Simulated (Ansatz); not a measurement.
# SnPb2 (model cell, started as cuprite): a soft mode frozen in

Wanted: the energy along a soft mode of SnPb2 (model cell, started as cuprite) and the structure at the end.

Calculated with Ansatz 0.2.0; DFT PBEsol, scalar-relativistic, plane waves, norm-conserving pseudopotentials.

This is a report of a sequence of runs, with the program logs left out and the cost of each run kept.

The structure was built from a prototype and need not be the compound's stable phase.

### 1. The system as given

Symmetry: Pn-3m, No. 224, cubic system. Conventional cell: a = 6.567 Å, b = 6.567 Å, c = 6.567 Å, α = 90.00°, β = 90.00°, γ = 90.00°. Nearest to Sn lie 4 Pb at 2.84 Å. Nearest to Pb lie 2 Sn at 2.84 Å. Farther neighbours, and contacts between anions beyond the nearest, are not listed.

### 2. Zone-centre response

The zone centre is the only wavevector solved here; it holds the modes that light can see. No field response is asked, since the mesh shows no gap.

input.yaml reads:

```yaml
crystal:
  lattice:
    - [6.5672936291, 0.0, 0.0]
    - [0.0, 6.5672936291, 0.0]
    - [0.0, 0.0, 6.5672936291]
  atoms:
    - { symbol: Sn, position: [0.0, 0.0, 0.0] }
    - { symbol: Sn, position: [0.5, 0.5, 0.5] }
    - { symbol: Pb, position: [0.25, 0.25, 0.25] }
    - { symbol: Pb, position: [0.75, 0.75, 0.25] }
    - { symbol: Pb, position: [0.75, 0.25, 0.75] }
    - { symbol: Pb, position: [0.25, 0.75, 0.75] }
kpoints:
  mp_grid: { grid: [6, 6, 6] }
hamiltonian:
  xc: pbesol
  pseudopotentials: { kind: nc }
scf:
  occupations: { method: methfessel_paxton, width: 0.2 }
output:
  eigenvalues: true
phonons:
  method: dfpt
```

Command:

```bash
$ ansatz run input.yaml --threads 8 --pin off --max-ram 14336MiB --backend cpu --events-out ev --progress --plain --runs-dir out
```

Wall time 4.9 min (8 threads of Arm Neoverse N1, shared host); peak memory 9 GiB; 38 min of CPU time.

This step gave:

| Property | Result |
| --- | --- |
| volume per atom | 47.21 Å³ |
| gap on the k-mesh | 0 eV |
| sum-rule residual before enforcement | 4.40e-4 eV/Å² |
| point group | m-3m |
| highest optical mode at the zone centre (no LO-TO term) | 157.6 cm⁻¹ |
| lowest optical zone-centre mode | -51.84 cm⁻¹ |

Patterns of degenerate modes are one choice out of their space. Modes at Γ, with each element's share of the kinetic energy (negative means imaginary):

| mode | frequency (cm⁻¹) | symmetry | Sn % | Pb % |
| --- | --- | --- | --- | --- |
| 1 | -51.8 | Eu | 0 | 100 |
| 2 | -51.8 | Eu | 0 | 100 |
| 3 | -47.3 | T1u | 30 | 70 |
| 4 | -47.3 | T1u | 30 | 70 |
| 5 | -47.3 | T1u | 30 | 70 |
| 6 | -46.8 | T2u | 0 | 100 |
| 7 | -46.8 | T2u | 0 | 100 |
| 8 | -46.8 | T2u | 0 | 100 |
| 9 | 0.0 | acoustic | 22 | 78 |
| 10 | 0.0 | acoustic | 22 | 78 |
| 11 | 0.0 | acoustic | 22 | 78 |
| 12 | 102.9 | T2g | 100 | 0 |
| 13 | 102.9 | T2g | 100 | 0 |
| 14 | 102.9 | T2g | 100 | 0 |
| 15 | 109.0 | A2u | 0 | 100 |
| 16 | 157.6 | T1u | 48 | 52 |
| 17 | 157.6 | T1u | 48 | 52 |
| 18 | 157.6 | T1u | 48 | 52 |

Displacements in mode 1 (-51.8 cm⁻¹), the largest set to 1:
```
Sn1  0.00  0.00  0.00
Sn2  0.00  0.00  0.00
Pb3  0.13  0.87 -1.00
Pb4 -0.13 -0.87 -1.00
Pb5 -0.13  0.87  1.00
Pb6  0.13 -0.87  1.00
```

Displacements in mode 4 (-47.3 cm⁻¹), the largest set to 1:
```
Sn1  0.00 -0.43 -1.00
Sn2  0.00 -0.43 -1.00
Pb3 -0.78 -0.42  0.05
Pb4  0.31  0.67  0.52
Pb5 -0.31  0.67  0.52
Pb6  0.78 -0.42  0.05
```

Before it was imposed, the acoustic sum rule was missed by 4.4e-4 eV/Å². Small misses are needed for a sound result but don't prove that mesh and cutoff are converged. The lowest optical mode is imaginary, 51.8i cm⁻¹, so the energy falls along it.

### 3. The mode frozen in, largest atomic shift 0 Å

The mode followed lies at Γ with frequency 51.8i cm⁻¹ and is 2-fold degenerate, the softest among the wavevectors solved. At small amplitude the pattern taken leaves space group no. 93 by a symmetry search on the positions. The undistorted cell that holds it gives the zero of energy on the same k mesh.

Edit input.yaml of step 2 so:

```diff
@@ -20,4 +20,4 @@
 output:
+  forces: true
+  stress: true
   eigenvalues: true
-phonons:
-  method: dfpt
```

Run time: 13 s. Hardware: 8 threads; peak memory 2.5 GiB; 99 s of CPU time.

Read from the output:

```
pressure                         : -0.002205 GPa
energy from the undistorted cell : 0 meV/atom
```

The run ends at a pressure of 0.00 GPa.

### 4. The mode frozen in, largest atomic shift 0.6 Å

The atoms are moved along the unstable eigenvector, the largest shift by 0.6 Å, with the cell fixed.

input.yaml, the sections that differ from step 3:

```yaml
crystal:
  lattice:
    - [6.5672936291, 0.0, 0.0]
    - [0.0, 6.5672936291, 0.0]
    - [0.0, 0.0, 6.5672936291]
  atoms:
    - { symbol: Sn, position: [0.0, 0.0, 0.0] }
    - { symbol: Sn, position: [0.5, 0.5, 0.5] }
    - { symbol: Pb, position: [0.3146025734, 0.25, 0.1853974266] }
    - { symbol: Pb, position: [0.6853974266, 0.75, 0.1853974266] }
    - { symbol: Pb, position: [0.6853974266, 0.25, 0.8146025734] }
    - { symbol: Pb, position: [0.3146025734, 0.75, 0.8146025734] }
# kpoints, hamiltonian, scf, output: as in step 3
```

The job ended after 33 s (8 threads; peak memory 2.5 GiB; 4.1 min of CPU time).

This step gave:

* pressure: -0.8908 GPa
* energy from the undistorted cell: -230.6 meV/atom

The energy, extrapolated to zero smearing, is -230.64 meV/atom against the undistorted cell.

The run ends at a pressure of -0.89 GPa, with forces up to 0.77 eV/Å.

### 5. Energy along the mode, all amplitudes (two of the runs are shown above)

An imaginary frequency means negative curvature, so the energy should fall and then rise again as anharmonic terms take over.

This step gave:

| Item | Value |
| --- | --- |
| depth at the lowest point sampled | 230.6 meV/atom |
| largest atomic shift at that point | 0.6 Å |

Energy from the parent against largest atomic shift:

| largest atomic shift (Å) | energy from the parent (meV/atom) |
| --- | --- |
| 0.000 | 0 |
| 0.040 | -1.09 |
| 0.080 | -4.32 |
| 0.140 | -13.4 |
| 0.220 | -35.1 |
| 0.320 | -78.0 |
| 0.450 | -149 |
| 0.600 | -231 |

Displacement at unit largest shift by atom:

| atom | x (Å) | y (Å) | z (Å) | size |
| --- | --- | --- | --- | --- |
| Sn1 | 0.000 | 0.000 | 0.000 | 0.000 |
| Sn2 | 0.000 | 0.000 | 0.000 | 0.000 |
| Pb3 | 0.707 | 0.000 | -0.707 | 1.000 |
| Pb4 | -0.707 | 0.000 | -0.707 | 1.000 |
| Pb5 | -0.707 | 0.000 | 0.707 | 1.000 |
| Pb6 | 0.707 | 0.000 | 0.707 | 1.000 |

The energy still falls at the last step, so the rise lies beyond the steps tried.

### 6. Relaxation from the frozen mode

Starting from the lowest point found, all atoms and the cell are let go, so that strain and other modes of the same symmetry can join in.

Edit input.yaml of step 4 so:

```diff
@@ -23 +23,6 @@
   eigenvalues: true
+relax:
+  adjacent_minimum: "off"
+  f_tol: 0.002
+  max_steps: 120
+  cell: { stress_tol: 0.03 }
```

The job ended after 19 min (8 threads; peak memory 2.8 GiB; 2.4 h of CPU time).

Step by step (22 of 30):

| step | energy less that of the first step (eV) | largest force component (eV/Å) | pressure (GPa) | volume (Å³) |
| --- | --- | --- | --- | --- |
| 1 | 0.0000 | 0.5461 | -0.89 | 283.24 |
| 2 | -0.5320 | 0.1290 | -0.27 | 274.51 |
| 4 | -0.8783 | 0.1116 | 0.30 | 266.77 |
| 5 | -1.0002 | 0.0354 | 0.21 | 264.07 |
| 7 | -1.0289 | 0.0014 | -0.07 | 262.85 |
| 8 | -1.0291 | 0.0007 | 0.00 | 262.22 |
| 9* | -1.0452 | 0.0007 | 0.17 | 262.22 |
| 11 | -1.0537 | 0.0296 | -0.03 | 262.44 |
| 12 | -1.0853 | 0.0831 | -0.07 | 260.30 |
| 13 | -1.2414 | 0.0177 | -0.13 | 253.41 |
| 15 | -1.5970 | 0.2375 | 0.39 | 236.45 |
| 16 | -1.9250 | 0.0817 | 0.57 | 224.93 |
| 18 | -1.5747 | 0.2586 | 1.62 | 204.70 |
| 19 | -2.2021 | 0.0640 | -1.19 | 220.45 |
| 20 | -2.2177 | 0.0007 | -0.40 | 215.25 |
| 22 | -2.2396 | 0.0003 | 0.03 | 214.33 |
| 23 | -2.2396 | 0.0001 | 0.00 | 214.49 |
| 24* | -2.3839 | 0.0000 | 1.25 | 214.49 |
| 26 | -2.4351 | 0.0082 | -0.03 | 222.66 |
| 27 | -2.4353 | 0.0003 | 0.01 | 222.59 |
| 29 | -2.4362 | 0.0003 | 0.00 | 222.82 |
| 30* | -2.4363 | 0.0003 | 0.00 | 222.82 |

Relaxation steps marked * repeat the geometry before them on a plane-wave basis chosen anew for their cell, so energy and pressure can jump there. Other such steps can lie between the rows shown. Relaxation step 18 was tried and not accepted.

Forces are held to the 8 operations that the program found; a distortion that breaks them can't arise in this run.

| cell as run | before | after | change |
| --- | --- | --- | --- |
| a (Å) | 6.567 | 8.315 | +26.6 % |
| b (Å) | 6.567 | 3.222 | -50.9 % |
| c (Å) | 6.567 | 8.315 | +26.6 % |
| volume (Å³/atom) | 47.21 | 37.14 | -21.3 % |

The relaxed structure:

```xyz
6
Lattice="8.3154 0.0000 0.0000 0.0000 3.2225 0.0000 0.0000 0.0000 8.3154" Properties=species:S:1:pos:R:3 pbc="T T T"
Sn    0.0000    0.0000    0.0000
Sn    4.1577    1.6112    4.1577
Pb    2.6117    0.8056    1.5460
Pb    5.7037    2.4169    1.5460
Pb    5.7037    0.8056    6.7693
Pb    2.6117    2.4169    6.7693
```

Read from the output:

- pressure: -0.001649 GPa
- volume per atom: 37.14 Å³

The distorted start has space group P4_222; the relaxation ends in P4_222.

### 7. The new phase in its own primitive cell

The relaxed structure is symmetrised, reduced to its primitive cell and relaxed tightly, as its phonons need.

input.yaml, the sections that differ from step 6:

```yaml
crystal:
  lattice:
    - [8.3153926283, 0.0, 0.0]
    - [0.0, 8.3153926283, 0.0]
    - [0.0, 0.0, 3.2224916917]
  atoms:
    - { symbol: Sn, position: [0.0, 0.5, 0.0] }
    - { symbol: Sn, position: [0.5, 0.0, 0.5] }
    - { symbol: Pb, position: [0.685925795, 0.314074205, 0.75] }
    - { symbol: Pb, position: [0.314074205, 0.314074205, 0.25] }
    - { symbol: Pb, position: [0.314074205, 0.685925795, 0.75] }
    - { symbol: Pb, position: [0.685925795, 0.685925795, 0.25] }
kpoints:
  mp_grid: { grid: [4, 4, 12] }
relax:
  adjacent_minimum: "off"
  f_tol: 0.001
  max_steps: 60
  cell: { stress_tol: 0.01 }
# hamiltonian, scf, output: as in step 6
```

Run time: 4.8 min. Hardware: 8 threads; peak memory 2.3 GiB; 38 min of CPU time.

Relaxation path:

| step | energy less that of the first step (eV) | largest force component (eV/Å) | pressure (GPa) | volume (Å³) |
| --- | --- | --- | --- | --- |
| 1 | 0.0000 | 0.0726 | 0.14 | 222.82 |
| 2 | -0.0217 | 0.0133 | 0.03 | 224.74 |
| 3 | -0.0225 | 0.0036 | 0.01 | 225.23 |
| 4 | -0.0226 | 0.0001 | 0.00 | 225.22 |
| 5 | -0.0226 | 0.0000 | 0.00 | 225.15 |
| 6* | -0.0228 | 0.0000 | 0.01 | 225.15 |
| 7 | -0.0228 | 0.0000 | 0.00 | 225.20 |
| 8* | -0.0228 | 0.0000 | 0.00 | 225.20 |

Relaxation steps marked * repeat the geometry before them on a plane-wave basis chosen anew for their cell, so energy and pressure can jump there.

The run keeps the 8 symmetry operations that the program found, so distortions that break them were not tested.

| conventional cell, symmetrised | before | after | change |
| --- | --- | --- | --- |
| a (Å) | 8.315 | 8.287 | -0.3 % |
| b (Å) | 8.315 | 8.287 | -0.3 % |
| c (Å) | 3.222 | 3.279 | +1.8 % |
| volume (Å³/atom) | 37.14 | 37.53 | +1.1 % |

The atoms that moved most (Å, as changes of fractional coordinates times the final cell):

| atom | dx | dy | dz | length |
| --- | --- | --- | --- | --- |
| Pb4 | 0.034 | 0.034 | 0.000 | 0.048 |
| Pb3 | -0.034 | 0.034 | 0.000 | 0.048 |
| Pb6 | -0.034 | -0.034 | 0.000 | 0.048 |
| Pb5 | 0.034 | -0.034 | 0.000 | 0.048 |

Final coordinates:

```xyz
6
Lattice="8.2872 0.0000 0.0000 0.0000 8.2872 0.0000 0.0000 0.0000 3.2791" Properties=species:S:1:pos:R:3 pbc="T T T"
Sn    0.0000    4.1436    0.0000
Sn    4.1436    0.0000    1.6395
Pb    5.6505    2.6367    2.4593
Pb    2.6367    2.6367    0.8198
Pb    2.6367    5.6505    2.4593
Pb    5.6505    5.6505    0.8198
```

This step gave:

| Quantity | Value |
| --- | --- |
| pressure | 1.97e-4 GPa |
| volume per atom | 37.53 Å³ |

The largest force component left is 0.010 meV/Å and the pressure is 0.000 GPa, within the tolerances set. The cell now holds 37.53 Å³/atom.

### 8. Modes of the new phase, k-mesh 4×4×12

A relaxed structure may still be a saddle point, so its zone-centre modes are computed. No field response is asked, since the mesh shows no gap.

input.yaml, the sections that differ from step 7:

```yaml
crystal:
  lattice:
    - [8.2871563377, 0.0, 0.0]
    - [0.0, 8.2871563377, 0.0]
    - [0.0, 0.0, 3.2790704333]
  atoms:
    - { symbol: Sn, position: [0.0, 0.5, 0.0] }
    - { symbol: Sn, position: [0.5, 0.0, 0.5] }
    - { symbol: Pb, position: [0.6818388955, 0.3181611045, 0.75] }
    - { symbol: Pb, position: [0.3181611045, 0.3181611045, 0.25] }
    - { symbol: Pb, position: [0.3181611045, 0.6818388955, 0.75] }
    - { symbol: Pb, position: [0.6818388955, 0.6818388955, 0.25] }
output:
  eigenvalues: true
phonons:
  method: dfpt
# kpoints, hamiltonian, scf: as in step 7
# relax: removed
```

Run time: 12 min. Hardware: 8 threads; peak memory 10 GiB; 1.6 h of CPU time.

Read from the output:

| Item | Value |
| --- | --- |
| sum-rule residual before enforcement | 0.001158 eV/Å² |
| point group | 422 |
| highest optical mode at the zone centre (no LO-TO term) | 120.1 cm⁻¹ |
| lowest optical zone-centre mode | -30.03 cm⁻¹ |

Patterns of degenerate modes are one choice out of their space. The modes at Γ (shares of kinetic energy by element, %) (negative means imaginary):

| mode | frequency (cm⁻¹) | symmetry | Sn % | Pb % |
| --- | --- | --- | --- | --- |
| 1 | -30.0 | B2 | 88 | 12 |
| 2 | -27.8 | A2 | 65 | 35 |
| 3 | 0.0 | acoustic | 22 | 78 |
| 4 | 0.0 | acoustic | 22 | 78 |
| 5 | 0.0 | acoustic | 22 | 78 |
| 6 | 18.0 | B2 | 12 | 88 |
| 7 | 22.3 | E | 2 | 98 |
| 8 | 22.3 | E | 2 | 98 |
| 9 | 30.6 | B1 | 0 | 100 |
| 10 | 46.5 | E | 41 | 59 |
| 11 | 46.5 | E | 41 | 59 |
| 12 | 57.9 | A1 | 0 | 100 |
| 13 | 71.1 | A2 | 12 | 88 |
| 14 | 71.3 | E | 65 | 35 |
| 15 | 71.3 | E | 65 | 35 |
| 16 | 77.1 | B1 | 0 | 100 |
| 17 | 120.1 | E | 69 | 31 |
| 18 | 120.1 | E | 69 | 31 |

Before it was imposed, the acoustic sum rule was missed by 0.0012 eV/Å². Small misses are needed for a sound result but don't prove that mesh and cutoff are converged. The lowest optical mode is imaginary, 30.0i cm⁻¹, so the energy falls along it.

### 9. Results

- unstable mode of the parent: q = (0, 0, 0), 52i cm⁻¹
- depth at the lowest point sampled: 231 meV/atom
- largest atomic shift at that point: 0.6 Å
- space group reached: P4_222
- energy gained over the parent (first relaxation, on the mesh of the frozen mode): 637 meV/atom
- volume per atom, phase reached: 37.5 Å³
- lowest optical zone-centre mode, phase reached: -30.0 cm⁻¹
- highest optical mode at the zone centre (no LO-TO term), phase reached: 120 cm⁻¹

Along this mode the structure falls into P4_222, 637 meV/atom below the parent. At the parent's cell the well is 230.6 meV/atom deep on the steps tried, with its lowest point at a shift of 0.6 Å. That is the last step tried, so the steps alone don't bracket the bottom of the well. Relaxing atoms and cell changes the gain by +406.11 meV/atom against the lowest step (energies at zero smearing). Most of the total comes from this relaxation. The new phase still has an imaginary mode at the zone centre of its cell, so it is a saddle point on the way to a lower structure. Of the 2 patterns followed from this parent, this one reaches the lowest energy. Each path keeps the symmetry of its pattern, so a lower phase may lie along a pattern not tried. With no gap, or one that is small against the smearing, the frequencies hang on the k mesh and the smearing, most of all near Kohn anomalies. The volume moved by more than a tenth on the k mesh of the start, so the energy gain is rough. Spin-orbit coupling is left out, which can matter for the heavy elements here. The starting cell was built on a prototype and not taken from a measurement, so the phase need not exist.

[Long decimals in the printed logs are rounded to 6 places.]

[Logs are printed without paths, hosts, clocks, repeated set-up lines and the standing remarks that a program may print on its own settings, such as how far it seeks lower states.]

[Hosts, paths, dates, database ids (printed as entryN), source tags and the programs' standing remarks are cut or masked in the printed files.]

[Where the starting crystal was built by hand or by swapping elements, it need not be the compound's stable phase.]
